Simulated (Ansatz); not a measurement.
# BaCuSCl, from a guessed structure to a relaxed one

This structure for BaCuSCl is made up. Its elements were placed in a known structure type with a cell scaled to their sizes. What cell does the guess relax to, and how far off was it?

Program: Ansatz 0.2.0. Level of theory: DFT, PBE, plane-wave PAW, files of the set soft_1, scalar-relativistic, ferromagnetic start, cell and ions relaxed at zero pressure; PAW set soft_1, in the first sound run; inputs show where later runs differ. Results are calculated unless marked as measured.

### 1. The structure

Symmetry: P4/nmm, No. 129, tetragonal system. Conventional cell: a = 4.472 Å, b = 4.472 Å, c = 9.559 Å, α = 90.00°, β = 90.00°, γ = 90.00°. Ba has 4 Cl at 2.81 Å and 4 S at 3.59 Å nearest. Nearest to Cu lie 4 S at 2.62 Å. Nearest to Cl lie 4 Ba at 2.81 Å. Nearest to S lie 4 Cu at 2.62 Å and 4 Ba at 3.59 Å. Farther neighbours and most contacts between anions are not listed.

As a file:

```cif
data_structure
_symmetry_space_group_name_H-M 'P4/nmm:1'
_symmetry_Int_Tables_number 129
_cell_length_a 4.4720
_cell_length_b 4.4720
_cell_length_c 9.5590
_cell_angle_alpha 90.000
_cell_angle_beta 90.000
_cell_angle_gamma 90.000
_cell_volume 191.17
loop_
_atom_site_label
_atom_site_type_symbol
_atom_site_symmetry_multiplicity
_atom_site_Wyckoff_symbol
_atom_site_fract_x
_atom_site_fract_y
_atom_site_fract_z
_atom_site_occupancy
Ba1 Ba 2 c 0.50000 0.00000 0.17810 1
Cu1 Cu 2 b 0.00000 0.00000 0.50000 1
Cl1 Cl 2 a 0.00000 0.00000 0.00000 1
S1 S 2 c 0.50000 0.00000 0.64370 1
```

### 2. Relaxing cell and atoms

The guess takes its coordinates from another compound and its volume from a rule, so the cell and any free coordinates are relaxed together.

Contents of input.yaml:

```yaml
crystal:
  lattice:
    - [4.472, 0.0, 0.0]
    - [0.0, 4.472, 0.0]
    - [0.0, 0.0, 9.559]
  atoms:
    - { symbol: Ba, position: [0.5, 0.0, 0.1781] }
    - { symbol: Ba, position: [0.0, 0.5, 0.8219] }
    - { symbol: Cu, position: [0.0, 0.0, 0.5], spin: 0.6 }
    - { symbol: Cu, position: [0.5, 0.5, 0.5], spin: 0.6 }
    - { symbol: Cl, position: [0.0, 0.0, 0.0] }
    - { symbol: Cl, position: [0.5, 0.5, 0.0] }
    - { symbol: S, position: [0.5, 0.0, 0.6437] }
    - { symbol: S, position: [0.0, 0.5, 0.3563] }
magnetization:
  spin_polarized: true
kpoints:
  mp_grid: { grid: [6, 6, 3] }
scf:
  occupations: { method: fermi_dirac, width: 0.05 }
hamiltonian:
  xc: pbe
  pseudopotentials: { kind: paw, azcp: { folder: soft_1 } }
relax:
  f_tol: 0.015
  max_steps: 70
  cell: {}
output:
  forces: true
  stress: true
```

Command:

```bash
$ ansatz run input.yaml --threads 4 --pin off --max-ram 10240MiB --backend cpu --events-out ev --progress --plain --runs-dir out
```

Numbers of over 12 decimals in the logs are rounded to 6 here.

The log of the run:

```text
Engine: ansatz 0.2.0, aarch64-unknown-linux-gnu
Pseudopotentials: kind: paw
Pseudopotential: Ba, paw, valence charge 10, recommended cutoff 420 eV (normal), soft_1/Ba.paw.azcp
Pseudopotential: Cu, paw, valence charge 19, recommended cutoff 420 eV (normal), soft_1/Cu.paw.azcp
Pseudopotential: Cl, paw, valence charge 7, recommended cutoff 420 eV (normal), soft_1/Cl.paw.azcp
Pseudopotential: S, paw, valence charge 6, recommended cutoff 420 eV (normal), soft_1/S.paw.azcp
Functional definition: PBE
  parameter kappa = 0.804
  parameter beta = 0.066725
  exchange = pbe_x(kappa = kappa, mu = beta*pi^2/3)
  correlation = pbe_c(beta = beta)
Crystal: 8 atoms, lattice volume = 191.168 Å³
Basis set: ecut = 420 eV, 3767 PW (Γ), exchange–correlation on 60×60×128 points (8 copies of the dense FFT grid, shifted against one another)
Bands: 52, of which v1, the nominal top of the filled ones, is band 42 counted from 1 (41 counted from 0)
Symmetry: 16 space group operations
Space group: P4/nmm (ITA 129), of the structure as read, at distance tolerance 5.8e-5 Å
Magnetic group: BNS 129.411 (UNI 1071), of the structure as read, at distance tolerance 5.8e-5 Å
k-points: 20 of 108
Non-local potential: Ba, projectors of the file, l = 0: 3, l = 1: 2, l = 2: 2, l = 3: 2
Non-local potential: Cu, projectors of the file, l = 0: 3, l = 1: 2, l = 2: 3, l = 3: 1
Non-local potential: Cl, projectors of the file, l = 0: 2, l = 1: 2, l = 2: 1
Non-local potential: S, projectors of the file, l = 0: 2, l = 1: 2, l = 2: 1
PAW form: soft (Blöchl's): semilocal exchange-correlation on the pseudo side does not see the compensation charge
PAW one-centre angular grid: Ba, 194 points (default); XC on 64 Gauss nodes
PAW one-centre angular grid: Cu, 590 points (default); XC on 64 Gauss nodes
PAW one-centre angular grid: Cl, 110 points (default); XC on 64 Gauss nodes
PAW one-centre angular grid: S, 110 points (default); XC on 64 Gauss nodes
Initial density: superposition of atomic densities (chi_scale 0.1, normalization cell, long waves kept (reshape's long-wave potential 0.29 eV rms))
Starting moments: Σ|m| = 1.2 μB on 2 of 8 sites
Initial wavefunctions: pseudopotential atomic-orbital guess
Functional: x = pbe(κ = 0.804, μ = 0.219515), c = pbe(β = 0.066725)
SCF iter   1: F=—  HF=-29125.900967 eV  |F-HF|=—  |Δ(HF+E_count)|=         —  Δρ=5.80e-2 (↑5.80e-2 ↓2.03e-2)  dr2=1.30e1  dr2_m=1.13e0  M=0.012 μB ∫|m|=0.399 μB  β_m=0.30  ethr=3.10e-3  ⟨swp⟩=11.6  Hψ=10313  notcnv=0
preconditioner: auto → Kerker (q_TF=auto, 2.379 Å⁻¹)  [metal: Δε(μ)=0.107 eV  Ē_g=8.903 eV  σ=0.050 eV  W_gap=0.46  n_scr=38 (ndim 8)  ℏωp=21.5 eV  f_vac=0.000  D(μ)=0.21/eV (n_scr^D=0)]
spin=Collinear: Kerker preconditioning applied to the charge; magnetization (m = ρ↑ − ρ↓) channel mixes plain (no charge-response kernel on spin).
SCF iter   2: F=—  HF=-29124.430204 eV  |F-HF|=—  |Δ(HF+E_count)|=    1.47e0  Δρ=2.95e-2 (↑2.22e-2 ↓2.95e-2)  dr2=4.76e0  dr2_m=7.92e-1  M=0.000 μB ∫|m|=0.191 μB  β_m=0.30  ethr=3.10e-3  ⟨swp⟩=3.2  Hψ=3892  notcnv=0  defer=118
preconditioner: auto → Resta (q_TF=auto, 2.379 Å⁻¹)  ε∞=6.3  [insulator: Δε(μ)=1.068 eV  Ē_g=9.348 eV  σ=0.050 eV  W_gap=1.00  n_scr=38 (ndim 8)  ℏωp=21.5 eV  f_vac=0.000  D(μ)=0.00/eV (n_scr^D=0)  ε∞_Penn≈6.3]
spin=Collinear: Resta preconditioning applied to the charge; magnetization (m = ρ↑ − ρ↓) channel mixes plain (no charge-response kernel on spin).
SCF iter   3: F=—  HF=-29123.480778 eV  |F-HF|=—  |Δ(HF+E_count)|=   9.49e-1  Δρ=2.49e-2 (↑2.49e-2 ↓1.15e-2)  dr2=2.60e0  dr2_m=4.06e-1  M=0.000 μB ∫|m|=0.173 μB  β_m=0.30  ethr=3.10e-3  ⟨swp⟩=3.1  Hψ=3727  notcnv=0  defer=124
SCF iter   4: F=—  HF=-29122.715867 eV  |F-HF|=—  |Δ(HF+E_count)|=   7.65e-1  Δρ=1.41e-2 (↑1.13e-2 ↓1.41e-2)  dr2=3.38e-1  dr2_m=2.39e-1  M=0.000 μB ∫|m|=0.114 μB  β_m=0.30  ethr=3.10e-3  ⟨swp⟩=3.7  Hψ=4267  notcnv=0  defer=108
SCF iter   5: F=—  HF=-29122.703096 eV  |F-HF|=—  |Δ(HF+E_count)|=   1.28e-2  Δρ=1.48e-2 (↑3.85e-3 ↓1.48e-2)  dr2=2.56e-1  dr2_m=1.35e-1  M=0.000 μB ∫|m|=0.079 μB  β_m=0.30  ethr=4.02e-4  ⟨swp⟩=4.4  Hψ=4187  notcnv=0  defer=108
SCF iter   6: F=—  HF=-29122.671740 eV  |F-HF|=—  |Δ(HF+E_count)|=   3.14e-2  Δρ=8.58e-3 (↑4.45e-3 ↓8.58e-3)  dr2=4.36e-2  dr2_m=7.20e-2  M=0.000 μB ∫|m|=0.064 μB  β_m=0.30  ethr=3.05e-4  ⟨swp⟩=3.3  Hψ=3625  notcnv=0  defer=112
SCF iter   7: F=—  HF=-29122.672709 eV  |F-HF|=—  |Δ(HF+E_count)|=   9.69e-4  Δρ=7.05e-3 (↑7.05e-3 ↓2.44e-3)  dr2=2.79e-2  dr2_m=3.85e-2  M=0.000 μB ∫|m|=0.053 μB  β_m=0.30  ethr=5.19e-5  ⟨swp⟩=2.9  Hψ=3532  notcnv=0  defer=112
SCF iter   8: F=—  HF=-29122.673595 eV  |F-HF|=—  |Δ(HF+E_count)|=   8.86e-4  Δρ=4.78e-3 (↑4.78e-3 ↓2.24e-3)  dr2=8.13e-3  dr2_m=2.14e-2  M=0.000 μB ∫|m|=0.042 μB  β_m=0.30  ethr=3.32e-5  ⟨swp⟩=2.2  Hψ=3079  notcnv=0  defer=104
Mixer restart at iter 8: flushing history
spin-set hold released at iteration 8 (site moments contracting): the magnetisation degrees of freedom join the quasi-Newton model from the next iteration; the mixer history was flushed
SCF iter   9: F=—  HF=-29122.674665 eV  |F-HF|=—  |Δ(HF+E_count)|=   1.07e-3  Δρ=3.05e-3 (↑3.05e-3 ↓2.19e-3)  dr2=1.16e-3  dr2_m=1.20e-2  M=0.000 μB ∫|m|=0.033 μB  β_m=0.65  ethr=9.67e-6  ⟨swp⟩=1.7  Hψ=2188  notcnv=0  defer=104
SCF iter  10: F=—  HF=-29122.681796 eV  |F-HF|=—  |Δ(HF+E_count)|=   7.13e-3  Δρ=2.82e-3 (↑2.82e-3 ↓1.98e-3)  dr2=2.71e-2  dr2_m=3.08e-4  M=0.000 μB ∫|m|=0.010 μB  β_m=0.47  ethr=1.38e-6  ⟨swp⟩=2.8  Hψ=3881  notcnv=0  defer=104
SCF iter  11: F=—  HF=-29122.675924 eV  |F-HF|=—  |Δ(HF+E_count)|=   5.87e-3  Δρ=1.88e-4 (↑1.00e-4 ↓1.88e-4)  dr2=7.64e-5  dr2_m=6.67e-6  M=-0.000 μB ∫|m|=0.006 μB  β_m=0.73  ethr=1.38e-6  ⟨swp⟩=3.0  Hψ=4008  notcnv=0  defer=104
SCF iter  12: F=—  HF=-29122.675998 eV  |F-HF|=—  |Δ(HF+E_count)|=   7.43e-5  Δρ=1.51e-4 (↑4.77e-5 ↓1.51e-4)  dr2=4.48e-5  dr2_m=5.61e-6  M=-0.000 μB ∫|m|=0.003 μB  β_m=0.87  ethr=9.09e-8  ⟨swp⟩=2.0  Hψ=2924  notcnv=0  defer=104
SCF iter  13: F=—  HF=-29122.676002 eV  |F-HF|=—  |Δ(HF+E_count)|=   4.08e-6  Δρ=2.05e-5 (↑2.05e-5 ↓1.89e-5)  dr2=1.27e-6  dr2_m=2.03e-8  M=0.000 μB ∫|m|=0.000 μB  β_m=0.75  ethr=5.33e-8  ⟨swp⟩=2.0  Hψ=2814  notcnv=0  defer=104
SCF iter  14: F=—  HF=-29122.676005 eV  |F-HF|=—  |Δ(HF+E_count)|=   2.49e-6  Δρ=9.32e-6 (↑9.32e-6 ↓7.04e-6)  dr2=4.29e-7  dr2_m=9.82e-9  M=0.000 μB ∫|m|=0.000 μB  β_m=0.87  ethr=1.51e-9  ⟨swp⟩=2.0  Hψ=3595  notcnv=0  defer=104
[...]
Basis set: ecut = 420 eV, 3719 PW (Γ), exchange–correlation on 64×64×128 points (8 copies of the dense FFT grid, shifted against one another)
Initial wavefunctions: pseudopotential atomic-orbital guess (no wavefunctions were taken with the density)
iter 1 solved again at ethr=8.12e-6 eV; its pass at ethr=3.10e-3 eV (dr2=6.82e-3 eV) is discarded
SCF iter   1: F=—  HF=-29124.047030 eV  |F-HF|=—  |Δ(HF+E_count)|=         —  Δρ=2.09e-4 (↑2.09e-4 ↓2.09e-4)  dr2=8.99e-6  dr2_m=3.34e-13  M=0.000 μB ∫|m|=0.000 μB  β_m=0.30  ethr=8.12e-6  ⟨swp⟩=3.0  Hψ=13842  notcnv=0
eigensolver tolerance schedule: the retry pair's looser diagonalisation over-reported the residual by 758.25 of it (diagonalisation noise at an unbounded share of the residual, at the tolerance the schedule requests for it); recorded, not acted on — ethr = c·dr2/N_el stays at c = 1.0e-1
preconditioner: auto → Resta (q_TF=auto, 2.380 Å⁻¹)  ε∞=5.9  [insulator: Δε(μ)=0.563 eV  Ē_g=9.686 eV  σ=0.050 eV  W_gap=0.99  n_scr=38 (ndim 8)  ℏωp=21.5 eV  f_vac=0.025  D(μ)=0.01/eV (n_scr^D=0)  ε∞_Penn≈5.9]
spin=Collinear: Resta preconditioning applied to the charge; magnetization (m = ρ↑ − ρ↓) channel mixes plain (no charge-response kernel on spin).
SCF iter   2: F=—  HF=-29124.049366 eV  |F-HF|=—  |Δ(HF+E_count)|=   2.34e-3  Δρ=1.48e-4 (↑1.48e-4 ↓1.48e-4)  dr2=4.64e-6  dr2_m=1.83e-13  M=-0.000 μB ∫|m|=0.000 μB  β_m=0.53  ethr=1.07e-8  ⟨swp⟩=2.9  Hψ=4260  notcnv=0
SCF iter   3: F=—  HF=-29124.051425 eV  |F-HF|=—  |Δ(HF+E_count)|=   2.06e-3  Δρ=6.17e-5 (↑6.17e-5 ↓6.17e-5)  dr2=2.18e-6  dr2_m=4.62e-14  M=0.000 μB ∫|m|=0.000 μB  β_m=0.54  ethr=5.52e-9  ⟨swp⟩=2.0  Hψ=3240  notcnv=0
SCF iter   4: F=—  HF=-29124.051785 eV  |F-HF|=—  |Δ(HF+E_count)|=   3.60e-4  Δρ=5.02e-6 (↑5.02e-6 ↓5.02e-6)  dr2=3.75e-8  dr2_m=2.10e-14  M=0.000 μB ∫|m|=0.000 μB  β_m=0.53  ethr=2.59e-9  ⟨swp⟩=2.0  Hψ=2924  notcnv=0
SCF iter   5: F=—  HF=-29124.051787 eV  |F-HF|=—  |Δ(HF+E_count)|=   2.19e-6  Δρ=1.29e-6 (↑1.29e-6 ↓1.29e-6)  dr2=9.94e-9  dr2_m=7.09e-15  M=0.000 μB ∫|m|=0.000 μB  β_m=0.77  ethr=4.47e-11  ⟨swp⟩=2.1  Hψ=2931  notcnv=0
SCF iter   6: F=—  HF=-29124.051787 eV  |F-HF|=—  |Δ(HF+E_count)|=   5.27e-8  Δρ=4.76e-7 (↑4.75e-7 ↓4.76e-7)  dr2=1.06e-9  dr2_m=2.98e-15  M=0.000 μB ∫|m|=0.000 μB  β_m=0.88  ethr=1.18e-11  ⟨swp⟩=2.0  Hψ=3154  notcnv=0
SCF iter   7: F=—  HF=-29124.051637 eV  |F-HF|=—  |Δ(HF+E_count)|=   1.50e-4  Δρ=4.42e-7 (↑4.42e-7 ↓4.42e-7)  dr2=1.28e-9  dr2_m=1.91e-15  M=0.000 μB ∫|m|=0.000 μB  β_m=0.88  ethr=1.26e-12  ⟨swp⟩=3.0  Hψ=4978  notcnv=0
SCF iter   8: F=—  HF=-29124.051637 eV  |F-HF|=—  |Δ(HF+E_count)|=   2.71e-9  Δρ=3.35e-7 (↑3.35e-7 ↓3.35e-7)  dr2=7.07e-10  dr2_m=1.26e-15  M=0.000 μB ∫|m|=0.000 μB  β_m=0.94  ethr=1.26e-12  ⟨swp⟩=2.0  Hψ=2652  notcnv=0
SCF iter   9: F=—  HF=-29124.051637 eV  |F-HF|=—  |Δ(HF+E_count)|=   7.55e-9  Δρ=9.18e-7 (↑9.13e-7 ↓9.18e-7)  dr2=4.02e-9  dr2_m=3.86e-14  M=-0.000 μB ∫|m|=0.000 μB  β_m=0.76  ethr=1.00e-12  ⟨swp⟩=3.0  Hψ=3840  notcnv=0  recentre
SCF iter  10: F=—  HF=-29124.051637 eV  |F-HF|=—  |Δ(HF+E_count)|=   1.21e-8  Δρ=1.30e-7 (↑1.29e-7 ↓1.30e-7)  dr2=9.97e-11  dr2_m=3.01e-15  M=-0.000 μB ∫|m|=0.000 μB  β_m=0.88  ethr=1.00e-12  ⟨swp⟩=2.4  Hψ=3402  notcnv=0
SCF iter  11: F=-29124.051637 eV  HF=-29124.051637 eV  |F-HF|=4.37e-10  |Δ(HF+E_count)|=  4.04e-10  Δρ=1.05e-7 (↑1.05e-7 ↓1.05e-7)  dr2=5.99e-11  dr2_m=7.81e-16  M=-0.000 μB ∫|m|=0.000 μB  ethr=1.00e-12  ⟨swp⟩=4.0  Hψ=6476  notcnv=0
the starting moments were not kept: the SCF closed with an absolute magnetisation of 1.5e-8 μB, where they sum to 1.2 μB in size (2 sites). That is at most 0.1 of that sum. Measured as dr2_m measures the in/out step, that magnetisation stands 7.0e-18 eV from none, at or under the dr2_threshold of 8.0e-11 eV: it is no larger than a step whose dr2_m would equal this threshold.
SCF 8 converged in 11 iterations: F = -29124.051637 eV  dr2 = 5.99e-11
relax step   8: F+E_penalty+E_count = -29124.05163726 eV  Δ(F+E_penalty+E_count) = +1.321e-4 eV  max|allowed force component| = 8.763e-3 eV/Å  Δτ_max = 0.0000 Å  P = -0.001 GPa  Ω = 190.462 Å³  stress off target by 1.44e-2 GPa  SCF on the basis re-selected at this cell (its energy is not comparable with the rows above)  (11 SCF iters)
basis re-selected at this cell: Δ(F+E_penalty+E_count) = +1.321e-4 eV, ΔP = -0.012 GPa vs the last step (what re-selecting the basis moved, of the pressure what is left beyond the Pulay correction that the steps carried, after the strain that the cell walked since its last selection, with what the two solves' SCF thresholds leave and, on support functions, any second-order correction that the steps lacked; it is no measure of the basis error at this ecutwfc). The dense FFT grid was sized anew with the basis: this SCF ran on 32×32×64 points, the steps before it on 30×30×64, so part of this shift can come from that change (see relax.cell in the input reference). [rest of the remark cut]
SCF converged after 11 iterations
Magnetization: -0.0000 μB (42.0000 up, 42.0000 down)
Absolute magnetization: 0.0000 μB (∫|ρ↑−ρ↓|, with the PAW one-centre terms)
Spin contamination: 0.0000 ħ² per cell (⟨S²⟩ above its minimum at these occupations)
Per-site moments (μB) at R_I (Å): [(-4.0628418533617276e-10, 1.256519), (-4.062841464434623e-10, 1.256519), (1.7836738081376564e-10, 1.028426), (1.7836727250792152e-10, 1.028426), (6.829958962189801e-10, 1.256519), (6.829957099605097e-10, 1.256519), (8.959112263373418e-10, 1.028426), (8.959111159928324e-10, 1.028426)]
Free energy (F): -29124.051637 eV
Harris-Foulkes:  -29124.051637 eV  (|F-HF|=4.37e-10)
Internal energy: -29124.051489 eV  (E = F + TS)
E sigma→0 (E₀):  -29124.051563 eV
Entropy (-TS):   -0.000148 eV (-0.019 meV/atom)
Fermi energy:    8.562080 eV
--- Per-component energies (eV) ---
  E_band       = -1073.076657
  E_kinetic    = 1357.081912
  E_local      = -16690.066704  (includes V_loc(G=0)·N_el)
  E_nonlocal   = 2119.414156
  E_hartree    = 7294.420550
  E_xc         = -925.948703
  E_vxc        = -831.247309  (∫ρ·V_xc dr)
  E_paw        = -16570.212366  (= ΣΔE_a)
  E_vpaw       = -1617.101818  (= ΣTr[D̂ρ^β])
  E_aug_tail   = 0.002106  (compensation charges beyond the density's cutoff)
  E_ewald      = -5708.742441
  E_smearing   = -0.000148  (= −TS)
  E_closure    = 0.000000  (closes the sum)
  Σ components = -29124.051637   (vs F -29124.051637, Δ=0.00e0)
--- Forces (eV/Å), atoms counted from 1 ---
  atom   1  Ba    -0.00000000     0.00000000    -0.00876254
  atom   2  Ba     0.00000000    -0.00000000     0.00876254
  atom   3  Cu    -0.00000000    -0.00000000     0.00000000
  atom   4  Cu     0.00000000     0.00000000    -0.00000000
  atom   5  Cl    -0.00000000    -0.00000000     0.00000000
  atom   6  Cl     0.00000000     0.00000000    -0.00000000
  atom   7  S      0.00000000    -0.00000000     0.00260654
  atom   8  S     -0.00000000     0.00000000    -0.00260654
  max |Σ_I F_I| component: 1.73e-18 eV/Å
--- Stress (GPa, compression-positive) ---
        0.005916       0.000000      -0.000000
        0.000000       0.005916       0.000000
       -0.000000       0.000000      -0.014396
  P = ⅓ Tr σ = -0.0009 GPa (-0.009 kbar)
--- Relaxed structure (7 steps of the walk, 7 accepted, 1 SCFs on fresh bases) ---
  F+E_penalty+E_count = -29124.05163726 eV   max|allowed force component| = 8.763e-3 eV/Å   (the final SCF, on the basis selected at the relaxed cell)
  cell:  # Å, volume = 190.4620 Å³
    - [4.541939, 0, 0]
    - [0, 4.541939, 0]
    - [0, 0, 9.232638]
  atoms:
    - { symbol: Ba, position: [0.5, 0, 0.219887] }
    - { symbol: Ba, position: [0, 0.5, 0.780113] }
    - { symbol: Cu, position: [0, 0, 0.5] }
    - { symbol: Cu, position: [0.5, 0.5, 0.5] }
    - { symbol: Cl, position: [0, 0, 1.0888524799519663e-18] }
    - { symbol: Cl, position: [0.5, 0.5, 1.0888524799519653e-18] }
    - { symbol: S, position: [0.5, 0, 0.611435] }
    - { symbol: S, position: [0, 0.5, 0.388565] }
```

Run time: 56 s. Hardware: 4 threads of Arm Neoverse V1, shared host; peak memory 0.76 GiB.

The steps of the relaxation:

| step | energy less that of the first step (eV) | largest force component (eV/Å) | pressure (GPa) | volume (Å³) |
| --- | --- | --- | --- | --- |
| 1 | 0.0000 | 3.3506 | 2.56 | 191.17 |
| 2 | -0.9524 | 1.2869 | -0.51 | 193.04 |
| 3 | -1.3282 | 0.1063 | -0.07 | 188.98 |
| 4 | -1.3578 | 0.0454 | 0.06 | 189.02 |
| 5 | -1.3745 | 0.0418 | 0.10 | 189.40 |
| 6 | -1.3757 | 0.0198 | -0.01 | 190.54 |
| 7 | -1.3758 | 0.0086 | 0.01 | 190.46 |
| 8* | -1.3756 | 0.0088 | 0.00 | 190.46 |

Relaxation steps marked * repeat the geometry before them on a plane-wave basis chosen anew for their cell, so energy and pressure can jump there.

Forces are held to the 16 operations that the run works with; a distortion that breaks them can't arise in this run.

| conventional cell, symmetrised | before | after | change |
| --- | --- | --- | --- |
| a (Å) | 4.472 | 4.542 | +1.6 % |
| b (Å) | 4.472 | 4.542 | +1.6 % |
| c (Å) | 9.559 | 9.233 | -3.4 % |
| volume (Å³/atom) | 23.90 | 23.81 | -0.4 % |

The atoms that moved most (Å, as changes of fractional coordinates times the final cell):

| atom | dx | dy | dz | length |
| --- | --- | --- | --- | --- |
| Ba2 | 0.000 | 0.000 | -0.386 | 0.386 |
| Ba1 | 0.000 | 0.000 | 0.386 | 0.386 |
| S7 | 0.000 | 0.000 | -0.298 | 0.298 |
| S8 | 0.000 | 0.000 | 0.298 | 0.298 |

This step gave:

| Property | Result |
| --- | --- |
| free energy | -29124.0516 eV |
| energy at zero smearing | -29124.0516 eV |
| Fermi energy | 8.562 eV |
| gap by band count | 0.5626 eV |
| electrons | 84 |
| symmetry operations | 16 |
| pressure | -8.55e-4 GPa |

The shortest distance of each pair, which need not be the same contact before and after:

| pair | guess (Å) | relaxed (Å) |
| --- | --- | --- |
| Cu–S | 2.624 | 2.493 |
| Ba–Cl | 2.810 | 3.046 |
| Cu–Cu | 3.162 | 3.212 |
| Cl–Cl | 3.162 | 3.212 |
| Ba–Cu | 3.804 | 3.442 |

The relaxation ends with a largest force component of 0.0088 eV/Å and a pressure of 0.00 GPa. No moment survives the cycle: this start ends non-magnetic.

(Continued in part 2 of 2.)

[Logs are printed without paths, hosts, clocks, repeated set-up lines and the standing remarks that a program may print on its own settings, such as how far it seeks lower states.]

[Hosts, paths, dates, database ids (printed as entryN), source tags and the programs' standing remarks are cut or masked in the printed files.]
